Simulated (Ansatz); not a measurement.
# Phonon-limited resistivity of Al(100) film of 3 layers

Wanted: the electron–phonon coupling λ, α²F(ω) and the phonon-limited resistivity of Al(100) film of 3 layers, on meshes from cheap to dear.

Method: DFT PBE, scalar-relativistic, plane waves, PAW; PAW set soft_1, in Ansatz 0.2.0.

Report form: the programs' logs are mostly left out.

In doubt: the program doubts the meshes or the phonons of the coupling sums (step 6), which bears on λ, Tc and transport values.

## (1) The structure

The cell holds 3 atoms: 3 Al. Its edges and angles: a = 2.864 Å, b = 2.864 Å, c = 15.050 Å, α = 90.0°, β = 90.0°, γ = 90.0°. It derives from Al. Vacuum lies along c.

## (2) Relaxing cell and atoms

The structure is brought to rest under this functional.

input.yaml reads:

```yaml
crystal:
  lattice:
    - [2.86378, 0.0, 0.0]
    - [0.0, 2.86378, 0.0]
    - [0.0, 0.0, 15.05]
  atoms:
    - { symbol: Al, position: [0.0, 0.0, 0.3654485] }
    - { symbol: Al, position: [0.5, 0.5, 0.5] }
    - { symbol: Al, position: [0.0, 0.0, 0.6345515] }
  periodic: [true, true, false]
kpoints:
  mp_grid: { grid: [10, 10, 1] }
hamiltonian:
  xc: pbe
  pseudopotentials: { kind: paw, azcp: { folder: soft_1 } }
scf:
  occupations: { method: gaussian, width: 0.1 }
output:
  forces: true
  stress: true
  eigenvalues: true
  write_density: true
  write_potential: true
  elf: true
  volumetric_format: npy
relax:
  adjacent_minimum: "off"
  f_tol: 0.005
  max_steps: 80
  cell: { stress_2d_tol: 0.02 }
```

On the command line:

```console
ansatz run input.yaml --threads 4 --pin off --max-ram 20480MiB --backend cpu --events-out ev --progress --plain --runs-dir out
```

It took 7.3 s on 4 threads of Arm Neoverse V1, shared host; peak memory 0.49 GiB; 27 s of CPU time.

Relaxation path:

```tsv
step	energy less that of the first step (eV)	largest force component (eV/Å)	volume (Å³)
1	0.0000	0.2661	261.62
2	-0.0724	0.2577	243.02
3	-0.0936	0.0247	243.74
4	-0.0940	0.0025	242.89
5*	-0.0935	0.0026	242.89
```

Relaxation steps marked * repeat the geometry before them on a plane-wave basis chosen anew for their cell, so energy and pressure can jump there.

The run keeps the 16 symmetry operations that it works with, so distortions that break them were not tested.

```tsv
cell as run	before	after	change
a (Å)	2.864	2.759	-3.6 %
b (Å)	2.864	2.759	-3.6 %
```

The atoms that moved most (Å, along periodic axes as changes of fractional coordinates times the final cell, across vacuum about the mean position):

```tsv
atom	dx	dy	dz	length
Al1	0.000	0.000	-0.105	0.105
Al3	0.000	0.000	0.105	0.105
```

Final coordinates:

```xyz
3
Lattice="2.7594 0.0000 0.0000 0.0000 2.7594 0.0000 0.0000 0.0000 31.9000" Properties=species:S:1:pos:R:3
Al    0.0000    0.0000    5.3950
Al    1.3797    1.3797    7.5250
Al    0.0000    0.0000    9.6550
```

Numbers from this step:

* metallic on mesh: yes
* gap on the k-mesh: 0 eV

Valence density in the ca plane at fractional y = 0.000, with atoms of Al within 0.2 Å of it. It is the smooth field of the valence electrons, not physical close to the nuclei.

Values in e/Å³, 5 rows by 16 columns, each cell a mean:
```
0.00 0.00 0.00 0.02 0.12 0.11 0.18 0.14 0.17 0.13 0.14 0.04 0.00 0.00 0.00 0.00
0.00 0.00 0.00 0.02 0.11 0.22 0.20 0.19 0.19 0.22 0.16 0.03 0.00 0.00 0.00 0.00
0.00 0.00 0.00 0.01 0.10 0.22 0.20 0.22 0.20 0.22 0.15 0.03 0.00 0.00 0.00 0.00
0.00 0.00 0.00 0.02 0.12 0.19 0.19 0.17 0.18 0.20 0.16 0.03 0.00 0.00 0.00 0.00
0.00 0.00 0.00 0.02 0.12 0.08 0.17 0.13 0.16 0.10 0.13 0.04 0.00 0.00 0.00 0.00
```
Columns run along c (16.0 Å, from fractional 0.00 to 0.50 of the cell), rows up along a (2.8 Å). Atoms in or near the plane, at fractional coordinates: Al at (0.17, 0.00), Al at (0.30, 0.00).

Electrostatic potential energy in the ca plane at fractional y = 0.000, with atoms of Al within 0.2 Å of it. With pseudopotentials it is smooth inside the atoms' cores, unlike the true potential.

Values in eV, 5 rows by 16 columns, each cell a mean:
```
  0   0   0  -1 -11 -11 -12  -3  -7 -13 -14  -2   0   0   0   0
  0   0   0   0  -5 -14  -6  -5  -4 -13  -8  -1   0   0   0   0
  0   0   0   0  -3  -7  -4  -5  -4  -7  -4  -1   0   0   0   0
  0   0   0  -1  -7 -17  -8  -4  -5 -16 -12  -1   0   0   0   0
  0   0   0  -1 -12  -6 -13  -2  -7  -9 -13  -2   0   0   0   0
```
Columns run along c (16.0 Å, from fractional 0.00 to 0.50 of the cell; values clipped at the 3rd and 97th percentile), rows up along a (2.8 Å). Atoms in or near the plane, at fractional coordinates: Al at (0.17, 0.00), Al at (0.30, 0.00).

ELF in the ca plane at fractional y = 0.000, with atoms of Al within 0.2 Å of it. It is the smooth field of the valence electrons, not physical close to the nuclei.

Ten even steps from '0' (0.00 × 1e-1) to '9' (8.10 × 1e-1), each cell a mean:
```
00000000147995221454334541125997410000000000
00000000136898545665555665458986310000000000
00000000024799988767777678899974200000000000
00000000013689998777888778999863100000000000
00000000014689998777887778999864200000000000
00000000125899766766666676679985310000000000
00000000136996212554444553126996410000000000
00000000147994450443323441454897410000000000
```
Columns run along c (16.0 Å, from fractional 0.00 to 0.50 of the cell), rows up along a (2.8 Å). Atoms in or near the plane, at fractional coordinates: Al at (0.17, 0.00), Al at (0.30, 0.00).

The relaxation ends with a largest force component of 0.0026 eV/Å.

## (3) Tight relaxation

Phonons are second derivatives about the minimum, so the remaining forces must be small: the thresholds are tightened.

input.yaml, the sections that differ from step 2:

```yaml
crystal:
  lattice:
    - [2.75939072, 0.0, 0.0]
    - [0.0, 2.75939072, 0.0]
    - [0.0, 0.0, 31.9000003]
  atoms:
    - { symbol: Al, position: [0.0, 0.0, 0.1691223274] }
    - { symbol: Al, position: [0.5, 0.5, 0.2358934147] }
    - { symbol: Al, position: [0.0, 0.0, 0.302664502] }
  periodic: [true, true, false]
kpoints:
  mp_grid: { grid: [9, 9, 1] }
scf:
  occupations: { method: methfessel_paxton, width: 0.2 }
relax:
  adjacent_minimum: "off"
  f_tol: 0.001
  max_steps: 60
  cell: { stress_2d_tol: 0.002 }
# hamiltonian, output: as in step 2
```

Wall time 5.4 s (4 threads); peak memory 0.45 GiB.

Step by step:

```tsv
step	energy less that of the first step (eV)	largest force component (eV/Å)	volume (Å³)
1	0.0000	0.0008	242.89
2	-0.0007	0.0161	241.51
3	-0.0007	0.0203	241.21
4	-0.0008	0.0002	241.39
5	-0.0007	0.0002	241.39
```

The log counts 1 steps on a newly chosen plane-wave basis, not all of them marked here; energy and pressure can jump at such steps. Relaxation step 3 was tried and not accepted.

```tsv
cell as run	before	after	change
a (Å)	2.759	2.751	-0.3 %
b (Å)	2.759	2.751	-0.3 %
```

The relaxed structure:

```xyz
3
Lattice="2.7508 0.0000 0.0000 0.0000 2.7508 0.0000 0.0000 0.0000 31.9000" Properties=species:S:1:pos:R:3
Al    0.0000    0.0000    5.3940
Al    1.3754    1.3754    7.5250
Al    0.0000    0.0000    9.6560
```

Valence density in the ca plane at fractional y = 1.000, with atoms of Al within 0.2 Å of it. It is the smooth field of the valence electrons, not physical close to the nuclei.

Values in e/Å³, 5 rows by 16 columns, each cell a mean:
```
0.00 0.00 0.00 0.02 0.12 0.11 0.18 0.14 0.17 0.13 0.14 0.04 0.00 0.00 0.00 0.00
0.00 0.00 0.00 0.02 0.11 0.21 0.20 0.19 0.19 0.22 0.16 0.03 0.00 0.00 0.00 0.00
0.00 0.00 0.00 0.01 0.10 0.22 0.20 0.21 0.20 0.22 0.15 0.03 0.00 0.00 0.00 0.00
0.00 0.00 0.00 0.02 0.12 0.19 0.20 0.17 0.19 0.19 0.16 0.03 0.00 0.00 0.00 0.00
0.00 0.00 0.00 0.02 0.12 0.08 0.17 0.13 0.17 0.10 0.13 0.04 0.00 0.00 0.00 0.00
```
Columns run along c (16.0 Å, from fractional 0.00 to 0.50 of the cell), rows up along a (2.8 Å). Atoms in or near the plane, at fractional coordinates: Al at (0.17, 0.00), Al at (0.30, 0.00).

Electrostatic potential energy in the ca plane at fractional y = 1.000, with atoms of Al within 0.2 Å of it. With pseudopotentials it is smooth inside the atoms' cores, unlike the true potential.

Ten even steps from '0' (-20 eV) to '9' (0 eV), each cell a mean:
```
99999999999730681168888621770379999999999999
99999999999851000478888740001589999999999999
99999999999875324777777774225789999999999999
99999999999987667887667887667899999999999999
99999999999986556787777876556899999999999999
99999999999862001578778752002689999999999999
99999999999740340278888720430379999999999999
99999999999721893168888612991278999999999999
```
Columns run along c (16.0 Å, from fractional 0.00 to 0.50 of the cell; values clipped at the 3rd and 97th percentile), rows up along a (2.8 Å). Atoms in or near the plane, at fractional coordinates: Al at (0.17, 0.00), Al at (0.30, 0.00).

ELF in the ca plane at fractional y = 1.000, with atoms of Al within 0.2 Å of it. It is the smooth field of the valence electrons, not physical close to the nuclei.

Ten even steps from '0' (0.00 × 1e-1) to '9' (8.03 × 1e-1), each cell a mean:
```
00000000147995211554334552125997410000000000
00000000136898535665555665358986310000000000
00000000024799988777777777899975210000000000
00000000013689998777887778999864200000000000
00000000024789998777777778999874200000000000
00000000125899766766666676679985310000000000
00000000147996212664444563126997410000000000
00000000247994450454334541454997420000000000
```
Columns run along c (16.0 Å, from fractional 0.00 to 0.50 of the cell), rows up along a (2.8 Å). Atoms in or near the plane, at fractional coordinates: Al at (0.17, 0.00), Al at (0.30, 0.00).

The relaxation ends with a largest force component of 1.8e-4 eV/Å.

## (4) Lattice stability: q 2×2×1, k 6×6×1

Couplings are defined for a stable lattice alone, so phonons come first.

input.yaml reads:

```yaml
crystal:
  lattice:
    - [2.7508301262, 0.0, 0.0]
    - [0.0, 2.7508301262, 0.0]
    - [0.0, 0.0, 31.9000003]
  atoms:
    - { symbol: Al, position: [0.0, 0.0, 0.1690908933] }
    - { symbol: Al, position: [0.5, 0.5, 0.2358934147] }
    - { symbol: Al, position: [0.0, 0.0, 0.3026959361] }
  periodic: [true, true, false]
kpoints:
  mp_grid: { grid: [6, 6, 1] }
hamiltonian:
  xc: pbe
  pseudopotentials: { kind: paw, azcp: { folder: soft_1 } }
scf:
  occupations: { method: methfessel_paxton, width: 0.2 }
output:
  eigenvalues: true
phonons:
  method: dfpt
  qmesh: [2, 2, 1]
  temperatures: { t_max: 1000, t_step: 50 }
  qpath:
    path: [[0.0, 0.0, 0.0], [0.0, 0.5, 0.0], [0.5, 0.5, 0.0], [0.0, 0.0, 0.0]]
    npoints: 10
```

It took 19 s on 4 threads; peak memory 0.63 GiB.

This step gave:

```
share of imaginary modes in the plain interpolation between solved wavevectors : 0.0156
highest frequency, solved or plainly interpolated                              : 348.6 cm⁻¹
```

Solved on the 2×2×1 mesh alone; all other wavevectors are interpolated. Phonon branches along the path, in cm⁻¹:

```tsv
point	branch 1	branch 2	branch 3	branch 4	branch 5	branch 6	branch 7	branch 8	branch 9
Γ	-44	-44	0	0	0	153	162	162	240
halfway	-23	47	73	126	151	181	218	240	276
X	29	73	130	130	136	181	292	301	349
halfway	129	132	185	191	200	234	278	291	330
M	132	134	204	260	260	268	268	314	314
halfway	100	120	172	190	199	212	233	258	263
Γ	-44	-44	0	0	0	153	162	162	240
```

Among the solved wavevectors the lowest mode, translations apart, is -43.7 cm⁻¹, imaginary.

## (5) Phonons by linear response: q 3×3×1, k 9×9×1

An imaginary mode on so few k-points may come from the sampling, so the phonons are repeated with another q and k mesh.

Edit input.yaml of step 4 so:

```diff
@@ -11,3 +11,3 @@
 kpoints:
-  mp_grid: { grid: [6, 6, 1] }
+  mp_grid: { grid: [9, 9, 1] }
 hamiltonian:
@@ -21,3 +21,3 @@
   method: dfpt
-  qmesh: [2, 2, 1]
+  qmesh: [3, 3, 1]
   temperatures: { t_max: 1000, t_step: 50 }
```

The job ended after 37 s (4 threads; peak memory 0.82 GiB; 2.4 min of CPU time).

This step gave:

| Quantity | Value |
| --- | --- |
| zero point energy | 0.1061 eV/cell |
| share of imaginary modes in the plain interpolation between solved wavevectors | 0.002 |
| highest frequency, solved or plainly interpolated | 336.2 cm⁻¹ |

Solved on the 3×3×1 mesh alone; all other wavevectors are interpolated. The phonon branches at the labelled points (cm⁻¹):

```tsv
point	branch 1	branch 2	branch 3	branch 4	branch 5	branch 6	branch 7	branch 8	branch 9
Γ	0	0	0	68	68	155	155	214	284
halfway	51	56	73	132	152	199	222	262	281
X	40	53	115	130	157	172	285	330	336
halfway	130	151	175	193	198	223	285	303	323
M	147	147	187	258	258	269	269	316	316
halfway	102	148	170	178	208	222	243	259	265
Γ	0	0	0	68	68	155	155	214	284
```

Lowest modes at the softest wavevector of the mesh. Modes at q = (0.000, 0.333, 0.000):

```tsv
mode	frequency (cm⁻¹)
1	48.4
2	55.6
3	104.2
4	122.4
5	145.0
6	205.7
```

Displacements in mode 1 (48.4 cm⁻¹), the largest set to 1, in the home cell:
```
Al1 -1.00  0.00  0.00
Al2  0.00  0.00  0.00
Al3  1.00  0.00  0.00
```

Displacements in mode 2 (55.6 cm⁻¹), the largest set to 1, in the home cell (x, y, z of the real part, then of the imaginary part):
```
Al1  1.00  0.00  0.00 -0.04  0.00  0.00
Al2  0.23  0.00  0.00  0.37  0.00  0.00
Al3  1.00  0.00  0.00 -0.04  0.00  0.00
```

Among the solved wavevectors the lowest mode, translations apart, is 48.4 cm⁻¹, so these are real on this k mesh.

## (6) Electron–phonon run: q 3×3×1, k 9×9×1, scattering 12×12×1

Phonons, couplings and the Boltzmann equation in one run.

Edit input.yaml of step 5 so:

```diff
@@ -26 +26,4 @@
     npoints: 10
+  electrical_resistivity:
+    mesh: [12, 12, 1]
+    temperatures: [20.0, 50.0, 77.0, 100.0, 150.0, 200.0, 300.0, 400.0, 600.0, 800.0]
```

Run time: 97 s. Hardware: 4 threads; peak memory 2.9 GiB; 6.2 min of CPU time.

Numbers from this step:

```
cell height                          : 31.9 Å
sheet resistance 300K                : 114.2 Ω/square, mean in the plane
resistivity at 300 K                 : 36.44 μΩ cm, mean of the axes, of the whole cell with its vacuum
coupling constant λ                  : 0.6676
density of states at the Fermi level : 0.6575 states/eV a spin and cell
log mean phonon energy ħω_log        : 14.41 meV
transport coupling constant λ_tr     : 0.5893, 0.5893, 0 (xx, yy, zz)
Drude plasma energy                  : 4.418, 4.418, 0 eV (xx, yy, zz), of the whole cell with its vacuum
second-moment phonon energy ħω₂      : 21.72 meV, from the broadened α²F curve
```

Solved on the 3×3×1 mesh alone; all other wavevectors are interpolated. The phonon branches at the labelled points (cm⁻¹):

(Unchanged from step 5.)

The Eliashberg function α²F has structure finer than the step of the table below, so its rows give means over 1 meV, whole bins alone (the curve runs from 0.159 to 40.5 meV). Peaks (meV: height): α²F 16.4: 0.634, 22.4: 0.368, 24.6: 0.283, 32.3: 0.450, 36.7: 0.327, 38.9: 0.502; α²F tr 16.4: 0.623, 22.4: 0.347, 32.3: 0.390, 36.4: 0.342, 38.9: 0.616, 39.9: 0.299.

The Eliashberg function α²F by phonon energy; means over each step:

```tsv
phonon energy (meV)	α²F	α²F tr
1	0.00490	0.00363
2	0.0202	0.0148
3	0.0249	0.0174
4	0.0326	0.0207
5	0.0391	0.0225
6	0.0598	0.0482
7	0.0714	0.0680
8	0.0794	0.0886
9	0.0828	0.0931
10	0.0926	0.0926
11	0.0870	0.0846
12	0.0787	0.0772
13	0.0811	0.0831
14	0.0853	0.0865
15	0.112	0.119
16	0.328	0.358
17	0.418	0.356
18	0.399	0.215
19	0.186	0.122
20	0.121	0.0864
21	0.132	0.0965
22	0.211	0.189
23	0.222	0.245
24	0.178	0.178
25	0.169	0.135
26	0.109	0.0850
27	0.131	0.0982
28	0.123	0.0971
29	0.137	0.115
30	0.150	0.132
31	0.154	0.135
32	0.358	0.310
33	0.243	0.205
34	0.165	0.139
35	0.181	0.158
36	0.266	0.258
37	0.281	0.270
38	0.214	0.208
39	0.337	0.385
40	0.139	0.211
```

Of the whole cell with its vacuum, so only the sheet resistance is a property of the layer; the means are those of the plane. Resistivity, by row:

```tsv
T (K)	ρ_xx (μΩ cm)	ρ_yy	ρ_zz	ρ by Ziman's lowest order, mean	ρ by relaxation times, mean	within 2 % of the coarser mesh
20	0.1423	0.1423	-	0.3105	0.3233	no
50	1.661	1.661	-	2.409	2.179	no
77	4.445	4.445	-	5.825	5.336	no
100	7.463	7.463	-	9.309	8.78	no
150	14.79	14.79	-	17.45	17.19	no
200	22.15	22.15	-	25.53	25.67	no
300	36.44	36.44	-	40.71	42.14	no
400	50.1	50.1	-	54.87	57.91	no
600	76.32	76.32	-	81.96	88.32	no
800	102	102	-	108.7	118.2	no
```

The cell's resistivity over its height. Sheet resistance, along x against temperature:

```tsv
temperature (K)	sheet resistance, along x (Ω/square)
20	0.446
50	5.21
77	13.9
100	23.4
150	46.4
200	69.4
300	114
400	157
600	239
800	320
```

Some points of the scattering mesh along the symmetry lines, up to three branches each (those of largest λ), at most 39 rows; the frequencies are those of the scattering step, which can differ from the solved and plainly interpolated ones; single rows converge slowly. Mode couplings:

```tsv
q1	q2	q3	branch	ħω (meV)	λ_q	half width (meV)
0	0.3333	0	1	6.07	0.17	0.0129
0	0.3333	0	5	16.91	0.267	0.158
0	0.3333	0	7	31.55	0.137	0.281
0.0833	0.5	0	1	8.43	0.17	0.025
0.0833	0.5	0	2	10.76	0.114	0.0271
0.0833	0.5	0	3	15.36	0.0906	0.0442
0.4167	0.5	0	5	33.21	0.0527	0.12
0.4167	0.5	0	6	33.6	0.0466	0.109
0.4167	0.5	0	9	39.35	0.0407	0.13
0.3333	0.3333	0	1	15.73	0.069	0.0353
0.3333	0.3333	0	2	17.58	0.076	0.0486
0.3333	0.3333	0	6	30.94	0.0775	0.153
```

Largest shares of lambda; single rows converge slowly. Strongest modes:

```tsv
q1	q2	q3	star	branch	ħω (meV)	λ_q	half width (meV)
0.08333	0.1667	0	8	1	5.874	0.5539	0.03948
0.08333	0.08333	0	4	1	2.536	0.8854	0.01176
0	0.08333	0	4	1	1.62	0.8316	0.00451
0	0.08333	0	4	2	2.109	0.7428	0.006822
0	0.1667	0	4	2	5.661	0.3281	0.02172
0.08333	0.1667	0	8	5	18.27	0.1514	0.1043
0.25	0.4167	0	8	1	16.59	0.1464	0.08316
```

(Continued in part 2 of 2.)

[Logs are printed without paths, hosts, clocks, repeated set-up lines and the standing remarks that a program may print on its own settings, such as how far it seeks lower states.]

[Hosts, paths, dates, database ids (printed as entryN), source tags and the programs' standing remarks are cut or masked in the printed files.]
